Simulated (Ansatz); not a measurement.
# O on W(110): change of the work function, part 4 of 4

How does O on the hollow site change the work function of W(110) as the layer fills?

Ansatz 0.2.0; plane-wave DFT, PBE, Ansatz PAW.

So far, work function, upper face (eV): step 2 (the clean slab) 4.84; step 3 (37 atoms, coverage 0.111 ML, cell 3x3) 4.86; step 4 (17 atoms, coverage 0.25 ML, cell 2x2) 4.80.

**5. The covered slab, k-mesh 6×6×1, coverage 0.5 ML (continued)**

Relaxation path:

```csv
step,energy less that of the first step (eV),largest force component (eV/Å)
1,0.0000,5.5861
2,-2.9291,3.7578
3,-4.0422,0.8917
4,-4.2789,0.4118
5,-4.3180,0.1302
6,-4.3217,0.0467
7,-4.3219,0.0185
```

The run keeps the 2 symmetry operations that the program found, so distortions that break them were not tested.

The atoms that moved most (Å):

```csv
atom,dx,dy,dz,length
O17,0.157,0.065,-0.554,0.580
O18,0.157,0.065,-0.554,0.580
W16,0.138,-0.014,0.018,0.140
W8,0.138,-0.014,0.018,0.140
W4,-0.011,0.011,0.070,0.072
W12,-0.011,0.011,0.070,0.072
W3,0.024,0.001,-0.019,0.030
W11,0.024,0.001,-0.019,0.030
```

The relaxed structure:

```cif
data_structure
_symmetry_space_group_name_H-M 'P 1'
_symmetry_Int_Tables_number 1
_cell_length_a 5.4733
_cell_length_b 5.4733
_cell_length_c 26.4896
_cell_angle_alpha 90.000
_cell_angle_beta 90.000
_cell_angle_gamma 70.529
_cell_volume 748.16
loop_
_atom_site_label
_atom_site_type_symbol
_atom_site_fract_x
_atom_site_fract_y
_atom_site_fract_z
_atom_site_occupancy
W1 W 0.00000 0.00000 0.33976 1
W2 W 0.25000 0.25000 0.42411 1
W3 W 0.00253 0.00274 0.50918 1
W4 W 0.24703 0.25044 0.59530 1
W5 W 0.00000 0.50000 0.33976 1
W6 W 0.25000 0.75000 0.42411 1
W7 W 0.00202 0.50130 0.51070 1
W8 W 0.26771 0.76317 0.59332 1
W9 W 0.50000 0.00000 0.33976 1
W10 W 0.75000 0.25000 0.42411 1
W11 W 0.50253 0.00274 0.50918 1
W12 W 0.74703 0.25044 0.59530 1
W13 W 0.50000 0.50000 0.33976 1
W14 W 0.75000 0.75000 0.42411 1
W15 W 0.50202 0.50130 0.51070 1
W16 W 0.76771 0.76317 0.59332 1
O17 O 0.42720 0.44788 0.63932 1
O18 O 0.92720 0.44788 0.63932 1
```

The relaxation took 7 steps and lowered the energy by 4.3 eV; the largest force on the free atoms ends at 0.018 eV/Å.

The covered face has 5.10 eV, +0.26 eV against the clean one; the bare back face has moved by +0.02 eV, a measure of how thin the slab is.

**6. Adsorbate added, k-mesh 12×12×1, coverage 1 ML**

System of this step: W4O (O/W(110)). The cell holds 5 atoms: 4 W and 1 O. Cell: a = 2.737 Å, b = 2.737 Å, c = 26.490 Å, α = 90.0°, β = 90.0°, γ = 70.5°. Vacuum lies along c.

Another coverage, to see how the dipoles act on each other as their distance changes.

File input.yaml:

```yaml
crystal:
  lattice:
    - [2.2344574285, -1.58, 0.0]
    - [2.2344574285, 1.58, 0.0]
    - [0.0, 0.0, 26.4895793065]
  atoms:
    - { symbol: W, position: [0.0, 0.0, 0.3397562451] }
    - { symbol: W, position: [0.5, 0.5, 0.4241085636] }
    - { symbol: W, position: [0.0, 0.0, 0.5098907966] }
    - { symbol: W, position: [0.5, 0.5, 0.5926466932] }
    - { symbol: O, position: [0.84, 0.84, 0.6602437549] }
kpoints:
  mp_grid: { grid: [12, 12, 1] }
hamiltonian:
  xc: pbe
scf:
  occupations: { method: fermi_dirac, width: 0.1 }
  convergence: { dr2_threshold: 1.0e-08 }
efield:
  axis: 3
  dipole_correction: true
  ramp_position: 0.97
  ramp_width: 0.06
relax:
  f_tol: 0.02
  max_steps: 60
  constraints: [{ sites: [0, 1] }]
output:
  write_potential: true
  write_density: true
  volumetric_format: npy
```

Started as:

```
$ ansatz run input.yaml --threads 4 --pin off --max-ram 16384MiB --backend cpu --events-out ev --progress --plain --runs-dir out
```

Output:

```text
[...]
Crystal: 5 atoms, lattice volume = 187.040 Å³
Basis set: ecut = 420 eV, 3707 PW (Γ), exchange–correlation on 40×40×360 points (8 copies of the dense FFT grid, shifted against one another)
Bands: 38, of which v1, the nominal top of the filled ones, is band 31 counted from 1 (30 counted from 0)
Symmetry: 2 space group operations
[...]
F+E_penalty+E_count = -42105.26399209 eV   max|allowed force component| = 1.089e-2 eV/Å
  atoms:
    - { symbol: W, position: [0.0, 0.0, 0.339756] }
    - { symbol: W, position: [0.500000, 0.500000, 0.4241085636] }
    - { symbol: W, position: [0.00645781, 0.00645781, 0.510201] }
    - { symbol: W, position: [0.525686, 0.525686, 0.595412] }
    - { symbol: O, position: [0.884924, 0.884924, 0.641039] }
[key lines of the parts left out:]
SCF converged after 7 iterations
Free energy (F): -42105.263992 eV
Fermi energy:    4.493416 eV
Dipole field:    D = -0.056543 V/Å  (p = -0.058445 e·Å, saw-weighted, corrected)
Work function:   Φ+ = 6.3777 eV   Φ− = 4.8799 eV
```

The job ended after 44 s (4 threads of Arm Neoverse V1, shared host; peak memory 0.6 GiB).

The steps of the relaxation:

```csv
step,energy less that of the first step (eV),largest force component (eV/Å)
1,0.0000,6.5916
2,-1.9483,3.2890
3,-2.3018,1.2866
4,-2.3592,0.4108
5,-2.3770,0.0531
6,-2.3777,0.0109
```

Forces are held to the 2 operations that the program found; a distortion that breaks them can't arise in this run.

The atoms that moved most (Å):

```csv
atom,dx,dy,dz,length
O5,0.201,0.000,-0.509,0.547
W4,0.115,0.000,0.073,0.136
W3,0.029,0.000,0.008,0.030
```

The relaxed structure:

```
W O
1.0
     2.23446   -1.58000    0.00000
     2.23446    1.58000    0.00000
     0.00000    0.00000   26.48958
W O
4 1
Direct
  0.00000 0.00000 0.33976
  0.50000 0.50000 0.42411
  0.00646 0.00646 0.51020
  0.52569 0.52569 0.59541
  0.88492 0.88492 0.64104
```

The relaxation took 6 steps and lowered the energy by 2.4 eV; the largest force on the free atoms ends at 0.011 eV/Å.

The covered face has 6.38 eV, +1.53 eV against the clean one; the bare back face has moved by -0.02 eV, a measure of how thin the slab is.

**7. Work function against coverage**

This step: plane-wave DFT, PBE, Ansatz PAW; work function against coverage (Ansatz 0.2.0).

The runs are now put side by side.

This step gave:

```yaml
work_function_of_the_clean_face: 4.845 eV
largest_change_of_the_work_function: 1.533 eV
```

Table of work function of the covered face by coverage:

```csv
coverage (adsorbates/nm²),work function of the covered face (eV)
0.00,4.84
1.57,4.86
3.54,4.80
7.08,5.10
14.16,6.38
```

The dipole per adsorbate comes from the change of the cell's dipole. Coverage, by row:

```csv
coverage (1/nm²),coverage (ML),work function (eV),change (eV),"dipole per adsorbate, positive end outwards (debye)",mean height of the added atoms over the highest substrate atom (Å)
1.573,0.1111,4.863,0.01852,-0.024,1.191
3.541,0.25,4.797,-0.04769,0.05,1.174
7.081,0.5,5.105,0.2601,-0.089,1.166
14.16,1,6.378,1.533,-0.291,1.209
```

**8. Outcome**

- work function of the clean face: 4.84 eV
- work function at 0.11 ML: 4.86 eV
- work function at 0.25 ML: 4.80 eV
- work function at 0.5 ML: 5.10 eV
- work function at 1 ML: 6.38 eV
- dipole per adsorbate at 0.11 ML, positive end outwards: -0.02 D

At the lowest coverage O changes the work function of W(110) by under 0.15 eV, within the error of so thin a slab; the largest change, +1.53 eV, comes at higher coverage. The slab has 4 layers, at the tabulated experimental lattice constant, one starting site was run, and quantum-size effects of a slab this thin can reach one or two tenths of an eV.

[Long decimals in the printed logs are rounded to 6 places.]

[Logs are printed without paths, hosts, clocks, repeated set-up lines and the standing remarks that a program may print on its own settings, such as how far it seeks lower states.]

[Hosts, paths, dates, database ids (printed as entryN), source tags and the programs' standing remarks are cut or masked in the printed files.]

[Maps of the electrostatic potential energy from Ansatz leave out the sawtooth potential of an applied field or a dipole correction, so their vacuum need not be flat; planar profiles and work functions include it.]
